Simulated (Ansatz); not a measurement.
# A hypothetical structure for Hf2MnBi3

This structure for Hf2MnBi3 is made up. Its elements were placed in a known structure type with a cell scaled to their sizes. What cell does the guess relax to, and how far off was it?

Main program and level: Ansatz 0.2.0; DFT, PBE, plane-wave PAW, files of the set soft_1, scalar-relativistic, ferromagnetic start, cell and ions relaxed at zero pressure; PAW set soft_1, in the first sound run; inputs show where later runs differ.

### Step 1. Set-up

The structure is tetragonal, space group P-4m2 (No. 115). The conventional cell has a = 3.916 Å, b = 3.916 Å, c = 8.979 Å, α = 90.00°, β = 90.00°, γ = 90.00°. Nearest to Bi lie 4 Mn at 2.77 Å and 4 Hf at 3.04 Å. Bi has 5 Hf at 2.99 to 3.21 Å nearest. Nearest to Hf lie 7 Bi at 2.99 to 3.21 Å and 2 Mn at 3.04 Å. Nearest to Mn lie 4 Bi at 2.77 Å and 4 Hf at 3.04 Å. Farther neighbours are not listed.

### Step 2. Relaxation of the guess

The guess takes its coordinates from another compound and its volume from a rule, so the cell and any free coordinates are relaxed together.

File input.yaml:

```yaml
crystal:
  lattice:
    - [3.916, 0.0, 0.0]
    - [0.0, 3.916, 0.0]
    - [0.0, 0.0, 8.979]
  atoms:
    - { symbol: Bi, position: [0.0, 0.0, 0.0] }
    - { symbol: Bi, position: [0.0, 0.5, 0.6163] }
    - { symbol: Bi, position: [0.5, 0.0, 0.3837] }
    - { symbol: Hf, position: [0.0, 0.5, 0.2589] }
    - { symbol: Hf, position: [0.5, 0.0, 0.7411] }
    - { symbol: Mn, position: [0.5, 0.5, 0.0], spin: 4.0 }
magnetization:
  spin_polarized: true
kpoints:
  mp_grid: { grid: [7, 7, 3] }
scf:
  occupations: { method: fermi_dirac, width: 0.05 }
hamiltonian:
  xc: pbe
  pseudopotentials: { kind: paw, azcp: { folder: soft_1 } }
relax:
  f_tol: 0.015
  max_steps: 70
  cell: {}
output:
  forces: true
  stress: true
```

The run is started by

```
ansatz run input.yaml --threads 4 --pin off --max-ram 10240MiB --backend cpu --events-out ev --progress --plain --runs-dir out
```

Numbers of over 12 decimals in the logs are rounded to 6 here.

The program printed:

```text
Engine: ansatz 0.2.0, aarch64-unknown-linux-gnu
Pseudopotentials: kind: paw
Pseudopotential: Bi, paw, valence charge 15, recommended cutoff 420 eV (normal), soft_1/Bi.paw.azcp
Pseudopotential: Hf, paw, valence charge 26, recommended cutoff 420 eV (normal), soft_1/Hf.paw.azcp
Pseudopotential: Mn, paw, valence charge 15, recommended cutoff 420 eV (normal), soft_1/Mn.paw.azcp
Functional definition: PBE
  parameter kappa = 0.804
  parameter beta = 0.066725
  exchange = pbe_x(kappa = kappa, mu = beta*pi^2/3)
  correlation = pbe_c(beta = beta)
Crystal: 6 atoms, lattice volume = 137.693 Å³
Basis set: ecut = 420 eV, 2703 PW (Γ), exchange–correlation on 54×54×128 points (8 copies of the dense FFT grid, shifted against one another)
Bands: 70, of which v1, the nominal top of the filled ones, is band 56 counted from 1 (55 counted from 0)
Symmetry: 8 space group operations
Space group: P-4m2 (ITA 115), of the structure as read, at distance tolerance 5.2e-5 Å
Magnetic group: BNS 115.283 (UNI 943), of the structure as read, at distance tolerance 5.2e-5 Å
k-points: 20 of 147 (time reversal used)
Non-local potential: Bi, projectors of the file, l = 0: 2, l = 1: 2, l = 2: 2, l = 3: 1
Non-local potential: Hf, projectors of the file, l = 0: 3, l = 1: 2, l = 2: 2, l = 3: 3
Non-local potential: Mn, projectors of the file, l = 0: 3, l = 1: 2, l = 2: 3, l = 3: 1
PAW form: soft (Blöchl's): semilocal exchange-correlation on the pseudo side does not see the compensation charge
PAW one-centre angular grid: Bi, 590 points (default); XC on 64 Gauss nodes
PAW one-centre angular grid: Hf, 590 points (default); XC on 64 Gauss nodes
PAW one-centre angular grid: Mn, 590 points (default); XC on 64 Gauss nodes
Initial density: superposition of atomic densities (chi_scale 0.1, normalization cell, long waves kept (reshape's long-wave potential 0.07 eV rms))
Starting moments: Σ|m| = 4 μB on 1 of 6 sites
Initial wavefunctions: pseudopotential atomic-orbital guess
Functional: x = pbe(κ = 0.804, μ = 0.219515), c = pbe(β = 0.066725)
SCF iter   1: F=—  HF=-72541.288796 eV  |F-HF|=—  |Δ(HF+E_count)|=         —  Δρ=2.44e-2 (↑2.44e-2 ↓2.07e-2)  dr2=5.02e0  dr2_m=2.68e-2  M=3.865 μB ∫|m|=4.188 μB  β_m=0.30  ethr=3.10e-3  ⟨swp⟩=6.0  Hψ=9813  notcnv=0
Mixer restart at iter 1: flushing history
preconditioner: auto → Kerker (q_TF=auto, 2.636 Å⁻¹)  [metal: Δε(μ)=0.021 eV  Ē_g=17.875 eV  σ=0.050 eV  W_gap=0.10  n_scr=38 (ndim 8)  ℏωp=31.6 eV  f_vac=0.000  D(μ)=3.45/eV (n_scr^D=18)]
spin=Collinear: Kerker preconditioning applied to the charge; magnetization (m = ρ↑ − ρ↓) channel mixes plain (no charge-response kernel on spin).
SCF iter   2: F=—  HF=-72540.430964 eV  |F-HF|=—  |Δ(HF+E_count)|=   8.58e-1  Δρ=1.30e-2 (↑1.20e-2 ↓1.30e-2)  dr2=1.77e0  dr2_m=7.28e-3  M=3.888 μB ∫|m|=4.234 μB  β_m=0.42  ethr=3.10e-3  ⟨swp⟩=2.0  Hψ=3789  notcnv=0  defer=195
SCF iter   3: F=—  HF=-72540.274019 eV  |F-HF|=—  |Δ(HF+E_count)|=   1.57e-1  Δρ=7.24e-3 (↑6.63e-3 ↓7.24e-3)  dr2=4.19e-1  dr2_m=1.62e-3  M=3.859 μB ∫|m|=4.237 μB  β_m=0.59  ethr=1.58e-3  ⟨swp⟩=2.0  Hψ=3260  notcnv=0  defer=198
SCF iter   4: F=—  HF=-72540.412364 eV  |F-HF|=—  |Δ(HF+E_count)|=   1.38e-1  Δρ=6.23e-3 (↑2.61e-3 ↓6.23e-3)  dr2=1.48e-1  dr2_m=8.47e-3  M=3.732 μB ∫|m|=4.207 μB  β_m=0.79  ethr=3.74e-4  ⟨swp⟩=2.7  Hψ=3984  notcnv=0  defer=193
SCF iter   5: F=—  HF=-72540.429604 eV  |F-HF|=—  |Δ(HF+E_count)|=         —  Δρ=4.36e-3 (↑4.36e-3 ↓2.41e-3)  dr2=1.49e-2  dr2_m=1.09e-2  M=3.429 μB ∫|m|=4.159 μB  β_m=0.79  ethr=1.32e-4  ⟨swp⟩=2.2  Hψ=4948  notcnv=0  defer=171
Mixer restart at iter 5: flushing history
SCF iter   6: F=—  HF=-72540.437557 eV  |F-HF|=—  |Δ(HF+E_count)|=   7.95e-3  Δρ=1.29e-3 (↑1.19e-3 ↓1.29e-3)  dr2=5.78e-3  dr2_m=6.22e-4  M=3.367 μB ∫|m|=4.195 μB  β_m=0.66  ethr=1.33e-5  ⟨swp⟩=3.0  Hψ=6172  notcnv=0  defer=168
SCF iter   7: F=—  HF=-72540.428310 eV  |F-HF|=—  |Δ(HF+E_count)|=   9.25e-3  Δρ=1.15e-3 (↑1.15e-3 ↓9.08e-4)  dr2=2.56e-3  dr2_m=6.90e-4  M=3.339 μB ∫|m|=4.210 μB  β_m=0.73  ethr=5.16e-6  ⟨swp⟩=2.7  Hψ=5669  notcnv=0  defer=168
SCF iter   8: F=—  HF=-72540.430141 eV  |F-HF|=—  |Δ(HF+E_count)|=   1.83e-3  Δρ=5.07e-4 (↑4.15e-4 ↓5.07e-4)  dr2=3.15e-4  dr2_m=2.17e-4  M=3.282 μB ∫|m|=4.243 μB  β_m=0.87  ethr=2.28e-6  ⟨swp⟩=2.0  Hψ=5212  notcnv=0  defer=168
SCF iter   9: F=—  HF=-72540.431018 eV  |F-HF|=—  |Δ(HF+E_count)|=   8.77e-4  Δρ=5.08e-4 (↑5.08e-4 ↓3.36e-4)  dr2=2.49e-4  dr2_m=1.63e-4  M=3.240 μB ∫|m|=4.260 μB  β_m=0.79  ethr=2.82e-7  ⟨swp⟩=2.0  Hψ=5195  notcnv=0  defer=168
SCF iter  10: F=—  HF=-72540.431299 eV  |F-HF|=—  |Δ(HF+E_count)|=   2.81e-4  Δρ=3.17e-4 (↑2.27e-4 ↓3.17e-4)  dr2=3.24e-4  dr2_m=2.47e-5  M=3.209 μB ∫|m|=4.277 μB  β_m=0.90  ethr=2.22e-7  ⟨swp⟩=2.0  Hψ=5120  notcnv=0  defer=168
SCF iter  11: F=—  HF=-72540.431415 eV  |F-HF|=—  |Δ(HF+E_count)|=   1.16e-4  Δρ=1.25e-4 (↑1.10e-4 ↓1.25e-4)  dr2=5.76e-5  dr2_m=4.12e-6  M=3.194 μB ∫|m|=4.285 μB  β_m=0.83  ethr=2.22e-7  ⟨swp⟩=2.0  Hψ=3324  notcnv=0  defer=168
SCF iter  12: F=—  HF=-72540.431431 eV  |F-HF|=—  |Δ(HF+E_count)|=   1.55e-5  Δρ=2.41e-5 (↑2.41e-5 ↓1.40e-5)  dr2=1.79e-6  dr2_m=1.44e-7  M=3.185 μB ∫|m|=4.290 μB  β_m=0.91  ethr=5.14e-8  ⟨swp⟩=2.0  Hψ=5076  notcnv=0  defer=168
SCF iter  13: F=—  HF=-72540.431431 eV  |F-HF|=—  |Δ(HF+E_count)|=   4.50e-8  Δρ=4.32e-6 (↑3.66e-6 ↓4.32e-6)  dr2=1.16e-7  dr2_m=1.01e-8  M=3.185 μB ∫|m|=4.291 μB  β_m=0.93  ethr=1.60e-9  ⟨swp⟩=2.0  Hψ=4990  notcnv=0  defer=168
SCF iter  14: F=-72540.431431 eV  HF=-72540.431431 eV  |F-HF|=1.75e-8  |Δ(HF+E_count)|=   4.10e-9  Δρ=1.70e-6 (↑1.70e-6 ↓1.46e-6)  dr2=2.00e-8  dr2_m=1.32e-9  M=3.184 μB ∫|m|=4.291 μB  ethr=8.93e-11  ⟨swp⟩=2.8  Hψ=9308  notcnv=0
SCF 1 converged in 14 iterations: F = -72540.431431 eV  dr2 = 2.00e-8
  greatest PAW one-centre occupation: 1.000 electrons in one spin orbital (limit 2), on the Mn atom at site 5 (counted from 0), in its partial waves of l = 0
relax step   1: F+E_penalty+E_count = -72540.43143060 eV  Δ(F+E_penalty+E_count) = +0.000e0 eV  max|allowed force component| = 1.675e-1 eV/Å  Δτ_max = 0.0000 Å  P = +5.518 GPa  Ω = 137.693 Å³  (14 SCF iters, dr2 threshold 1.00e-7 eV, accepted)
Crystal: 6 atoms, lattice volume = 151.461 Å³
Basis set: ecut = 420 eV, 2957 PW (Γ), exchange–correlation on 54×54×128 points (8 copies of the dense FFT grid, shifted against one another)
Initial density: handed on by an earlier stage of this run
Starting moments: Σ|m| = 4 μB on 1 of 6 sites; this step starts from the density that it was given
Initial wavefunctions: those handed on with the density
[...]
SCF iter   9: F=—  HF=-72540.700337 eV  |F-HF|=—  |Δ(HF+E_count)|=   1.87e-6  Δρ=9.61e-6 (↑4.11e-6 ↓9.61e-6)  dr2=2.65e-7  dr2_m=2.99e-8  M=3.726 μB ∫|m|=4.451 μB  β_m=0.98  ethr=1.73e-9  ⟨swp⟩=2.3  Hψ=5078  notcnv=0
SCF iter  10: F=—  HF=-72540.700337 eV  |F-HF|=—  |Δ(HF+E_count)|=   5.06e-7  Δρ=4.02e-6 (↑1.93e-6 ↓4.02e-6)  dr2=6.61e-8  dr2_m=3.93e-9  M=3.726 μB ∫|m|=4.451 μB  β_m=0.99  ethr=2.37e-10  ⟨swp⟩=2.0  Hψ=5042  notcnv=0
SCF iter  11: F=-72540.700337 eV  HF=-72540.700337 eV  |F-HF|=2.86e-7  |Δ(HF+E_count)|=   7.51e-8  Δρ=8.37e-6 (↑2.70e-6 ↓8.37e-6)  dr2=3.10e-7  dr2_m=1.14e-8  M=3.726 μB ∫|m|=4.451 μB  ethr=5.90e-11  ⟨swp⟩=2.5  Hψ=10365  notcnv=0
SCF 3 converged in 11 iterations: F = -72540.700337 eV  dr2 = 3.10e-7
relax step   3: F+E_penalty+E_count = -72540.70033685 eV  Δ(F+E_penalty+E_count) = -5.143e-2 eV  max|allowed force component| = 8.473e-2 eV/Å  Δτ_max = 0.0354 Å  P = -0.313 GPa  Ω = 147.509 Å³  energy of the carried Pulay correction = -2.751e-3 eV  (11 SCF iters, dr2 threshold 6.00e-7 eV, accepted)
[...]
relax step   4: F+E_penalty+E_count = -72540.70242397 eV  Δ(F+E_penalty+E_count) = -2.087e-3 eV  max|allowed force component| = 4.483e-3 eV/Å  Δτ_max = 0.0128 Å  P = +0.033 GPa  Ω = 146.858 Å³  energy of the carried Pulay correction = -2.575e-3 eV  (10 SCF iters, dr2 threshold 4.94e-7 eV, accepted)
Basis set: ecut = 420 eV, 2853 PW (Γ), exchange–correlation on 60×60×120 points (8 copies of the dense FFT grid, shifted against one another)
Initial wavefunctions: pseudopotential atomic-orbital guess (no wavefunctions were taken with the density)
iter 1 solved again at ethr=1.96e-8 eV; its pass at ethr=3.10e-3 eV (dr2=2.20e-5 eV) is discarded
SCF iter   1: F=—  HF=-72540.704399 eV  |F-HF|=—  |Δ(HF+E_count)|=         —  Δρ=2.03e-4 (↑2.03e-4 ↓2.02e-4)  dr2=7.22e-6  dr2_m=2.71e-7  M=3.743 μB ∫|m|=4.445 μB  β_m=0.65  ethr=1.96e-8  ⟨swp⟩=3.6  Hψ=18139  notcnv=0
preconditioner: auto → Kerker (q_TF=auto, 2.480 Å⁻¹)  [metal: Δε(μ)=0.012 eV  Ē_g=15.757 eV  σ=0.050 eV  W_gap=0.06  n_scr=38 (ndim 8)  ℏωp=28.7 eV  f_vac=0.000  D(μ)=6.28/eV (n_scr^D=54)]
spin=Collinear: Kerker preconditioning applied to the charge; magnetization (m = ρ↑ − ρ↓) channel mixes plain (no charge-response kernel on spin).
SCF iter   2: F=—  HF=-72540.705352 eV  |F-HF|=—  |Δ(HF+E_count)|=   9.52e-4  Δρ=7.50e-5 (↑7.50e-5 ↓7.43e-5)  dr2=2.09e-6  dr2_m=4.24e-8  M=3.742 μB ∫|m|=4.445 μB  β_m=0.45  ethr=6.45e-9  ⟨swp⟩=2.0  Hψ=5002  notcnv=0
SCF iter   3: F=—  HF=-72540.705417 eV  |F-HF|=—  |Δ(HF+E_count)|=   6.51e-5  Δρ=5.37e-5 (↑5.37e-5 ↓5.34e-5)  dr2=5.70e-7  dr2_m=2.23e-8  M=3.743 μB ∫|m|=4.445 μB  β_m=0.54  ethr=1.86e-9  ⟨swp⟩=2.0  Hψ=5001  notcnv=0
SCF iter   4: F=—  HF=-72540.705486 eV  |F-HF|=—  |Δ(HF+E_count)|=   6.91e-5  Δρ=1.68e-5 (↑1.63e-5 ↓1.68e-5)  dr2=6.42e-8  dr2_m=1.48e-8  M=3.743 μB ∫|m|=4.445 μB  β_m=0.77  ethr=5.09e-10  ⟨swp⟩=2.1  Hψ=3753  notcnv=0
SCF iter   5: F=—  HF=-72540.705493 eV  |F-HF|=—  |Δ(HF+E_count)|=   6.73e-6  Δρ=5.14e-6 (↑2.93e-6 ↓5.14e-6)  dr2=3.88e-8  dr2_m=9.11e-9  M=3.743 μB ∫|m|=4.445 μB  β_m=0.89  ethr=5.74e-11  ⟨swp⟩=2.1  Hψ=4964  notcnv=0
SCF iter   6: F=—  HF=-72540.705493 eV  |F-HF|=—  |Δ(HF+E_count)|=   2.34e-7  Δρ=3.76e-6 (↑3.70e-6 ↓3.76e-6)  dr2=2.05e-8  dr2_m=1.69e-8  M=3.743 μB ∫|m|=4.445 μB  β_m=0.94  ethr=3.46e-11  ⟨swp⟩=2.0  Hψ=5069  notcnv=0
SCF iter   7: F=—  HF=-72540.705493 eV  |F-HF|=—  |Δ(HF+E_count)|=   1.07e-8  Δρ=8.78e-7 (↑6.98e-7 ↓8.78e-7)  dr2=2.32e-9  dr2_m=4.02e-10  M=3.743 μB ∫|m|=4.445 μB  β_m=0.90  ethr=1.83e-11  ⟨swp⟩=2.5  Hψ=5015  notcnv=0
SCF iter   8: F=—  HF=-72540.705468 eV  |F-HF|=—  |Δ(HF+E_count)|=   2.43e-5  Δρ=3.78e-7 (↑3.60e-7 ↓3.78e-7)  dr2=3.62e-10  dr2_m=6.59e-11  M=3.743 μB ∫|m|=4.445 μB  β_m=0.95  ethr=2.08e-12  ⟨swp⟩=2.3  Hψ=5106  notcnv=0
SCF iter   9: F=—  HF=-72540.705468 eV  |F-HF|=—  |Δ(HF+E_count)|=  5.24e-10  Δρ=1.84e-7 (↑1.45e-7 ↓1.84e-7)  dr2=5.27e-11  dr2_m=2.48e-11  M=3.743 μB ∫|m|=4.445 μB  β_m=0.98  ethr=1.00e-12  ⟨swp⟩=2.0  Hψ=3233  notcnv=0
SCF iter  10: F=-72540.705468 eV  HF=-72540.705468 eV  |F-HF|=1.46e-11  |Δ(HF+E_count)|=  1.16e-10  Δρ=9.00e-8 (↑6.89e-8 ↓9.00e-8)  dr2=2.30e-11  dr2_m=5.41e-12  M=3.743 μB ∫|m|=4.445 μB  ethr=1.00e-12  ⟨swp⟩=3.0  Hψ=9851  notcnv=0
SCF 5 converged in 10 iterations: F = -72540.705468 eV  dr2 = 2.30e-11
relax step   5: F+E_penalty+E_count = -72540.70546850 eV  Δ(F+E_penalty+E_count) = -3.045e-3 eV  max|allowed force component| = 4.310e-3 eV/Å  Δτ_max = 0.0000 Å  P = +0.041 GPa  Ω = 146.858 Å³  stress off target by 4.86e-2 GPa  SCF on the basis re-selected at this cell (its energy is not comparable with the rows above)  (10 SCF iters)
basis re-selected at this cell: Δ(F+E_penalty+E_count) = -3.045e-3 eV, ΔP = +0.009 GPa vs the last step (what re-selecting the basis moved, of the pressure what is left beyond the Pulay correction that the steps carried, after the strain that the cell walked since its last selection, with what the two solves' SCF thresholds leave and, on support functions, any second-order correction that the steps lacked; it is no measure of the basis error at this ecutwfc). The dense FFT grid was sized anew with the basis: this SCF ran on 30×30×60 points, the steps before it on 27×27×64, so part of this shift can come from that change (see relax.cell in the input reference). [rest of the remark cut]
SCF converged after 10 iterations
Magnetization: 3.7434 μB (57.8717 up, 54.1283 down)
Absolute magnetization: 4.4554 μB (∫|ρ↑−ρ↓|, with the PAW one-centre terms)
Spin contamination: 0.5167 ħ² per cell (⟨S²⟩ above its minimum at these occupations)
Per-site moments (μB) at R_I (Å): [(0.00812094, 1.194466), (0.037949, 1.260422), (0.037949, 1.260422), (-0.101092, 1.260422), (-0.101092, 1.260422), (3.766582, 1.194466)]
Free energy (F): -72540.705468 eV
Harris-Foulkes:  -72540.705468 eV  (|F-HF|=1.46e-11)
Internal energy: -72540.656591 eV  (E = F + TS)
E sigma→0 (E₀):  -72540.681030 eV
Entropy (-TS):   -0.048878 eV (-8.146 meV/atom)
Fermi energy:    14.486589 eV
--- Per-component energies (eV) ---
  E_band       = -589.137980
  E_kinetic    = 1897.130475
  E_local      = -20280.025718  (includes V_loc(G=0)·N_el)
  E_nonlocal   = 1804.830754
  E_hartree    = 9191.293203
  E_xc         = -1090.667093
  E_vxc        = -1035.378491  (∫ρ·V_xc dr)
  E_paw        = -48718.403771  (= ΣΔE_a)
  E_vpaw       = -1358.282143  (= ΣTr[D̂ρ^β])
  E_aug_tail   = 0.000897  (compensation charges beyond the density's cutoff)
  E_ewald      = -15344.815339
  E_smearing   = -0.048878  (= −TS)
  E_closure    = 0.000000  (closes the sum)
  Σ components = -72540.705468   (vs F -72540.705468, Δ=0.00e0)
--- Forces (eV/Å), atoms counted from 1 ---
  atom   1  Bi    -0.00000000     0.00000000    -0.00000000
  atom   2  Bi    -0.00000000     0.00000000    -0.00127433
  atom   3  Bi    -0.00000000     0.00000000     0.00127433
  atom   4  Hf    -0.00000000     0.00000000     0.00431014
  atom   5  Hf    -0.00000000    -0.00000000    -0.00431014
  atom   6  Mn    -0.00000000     0.00000000     0.00000000
  max |Σ_I F_I| component: 3.14e-16 eV/Å
--- Stress (GPa, compression-positive) ---
        0.048578       0.000000       0.000000
        0.000000       0.048578      -0.000000
        0.000000      -0.000000       0.026112
  P = ⅓ Tr σ = 0.0411 GPa (0.411 kbar)
--- Relaxed structure (4 steps of the walk, 4 accepted, 1 SCFs on fresh bases) ---
  F+E_penalty+E_count = -72540.70546850 eV   max|allowed force component| = 4.310e-3 eV/Å   (the final SCF, on the basis selected at the relaxed cell)
  cell:  # Å, volume = 146.8580 Å³
    - [4.095102, 0.0, 0]
    - [0.0, 4.095102, 0.0]
    - [0, 0.0, 8.757259]
  atoms:
    - { symbol: Bi, position: [0, 0.0, 0] }
    - { symbol: Bi, position: [0, 0.5, 0.627620] }
    - { symbol: Bi, position: [0.5, 0.0, 0.372380] }
    - { symbol: Hf, position: [0, 0.5, 0.260989] }
    - { symbol: Hf, position: [0.5, 0.0, 0.739011] }
    - { symbol: Mn, position: [0.5, 0.5, 0] }
```

It took 67 s on 4 threads of Arm Neoverse V2, shared host; peak memory 0.72 GiB; 4.3 min of CPU time.

Relaxation path:

```
step  energy less that of the first step (eV)  largest force component (eV/Å)  pressure (GPa)  volume (Å³)
   1                                   0.0000                          0.1675            5.52       137.69
   2                                  -0.2175                          0.2175           -2.19       151.46
   3                                  -0.2689                          0.0847           -0.31       147.51
   4                                  -0.2710                          0.0045            0.03       146.86
  5*                                  -0.2740                          0.0043            0.04       146.86
```

Relaxation steps marked * repeat the geometry before them on a plane-wave basis chosen anew for their cell, so energy and pressure can jump there.

The run keeps the 8 symmetry operations that it works with, so distortions that break them were not tested.

```
conventional cell, symmetrised  before  after  change
                         a (Å)   3.916  4.095  +4.6 %
                         b (Å)   3.916  4.095  +4.6 %
                         c (Å)   8.979  8.757  -2.5 %
              volume (Å³/atom)   22.95  24.48  +6.7 %
```

The atoms that moved most (Å, as changes of fractional coordinates times the final cell):

```
atom     dx     dy      dz  length
 Bi3  0.000  0.000  -0.099   0.099
 Bi2  0.000  0.000   0.099   0.099
 Hf4  0.000  0.000   0.018   0.018
 Hf5  0.000  0.000  -0.018   0.018
```

Final coordinates:

```xyz
6
Lattice="4.0951 0.0000 0.0000 0.0000 4.0951 0.0000 0.0000 0.0000 8.7573" Properties=species:S:1:pos:R:3 pbc="T T T"
Bi    0.0000    0.0000    0.0000
Bi    0.0000    2.0476    5.4962
Bi    2.0476    0.0000    3.2610
Hf    0.0000    2.0476    2.2855
Hf    2.0476    0.0000    6.4717
Mn    2.0476    2.0476    0.0000
```

Numbers from this step:

| Quantity | Value |
| --- | --- |
| free energy | -72540.7055 eV |
| energy at zero smearing | -72540.6810 eV |
| smearing term TS | 0.04888 eV |
| Fermi energy | 14.49 eV |
| magnetization | 3.743 μB |
| absolute magnetization | 4.455 μB |
| site moments | 0.008121, 0.03795, 0.03795, -0.1011, -0.1011, 3.767 μB |
| electrons | 112 |
| symmetry operations | 8 |
| pressure | 0.04109 GPa |

Site moment by atom:

```
atom  site moment (μB)
 Bi1              0.01
 Bi2              0.04
 Bi3              0.04
 Hf4             -0.10
 Hf5             -0.10
 Mn6              3.77
```

Shortest distances by pair of elements, guess and relaxed (not always the same contact):

```
 pair  guess (Å)  relaxed (Å)
Bi–Mn      2.769        2.896
Bi–Hf      2.987        3.056
Hf–Mn      3.039        3.069
Bi–Bi      3.468        3.658
Hf–Hf      3.916        4.095
```

The relaxation ends with a largest force component of 0.0043 eV/Å and a pressure of 0.04 GPa.

[end of part 1 of 2]

[Logs are printed without paths, hosts, clocks, repeated set-up lines and the standing remarks that a program may print on its own settings, such as how far it seeks lower states.]

[Hosts, paths, dates, database ids (printed as entryN), source tags and the programs' standing remarks are cut or masked in the printed files.]
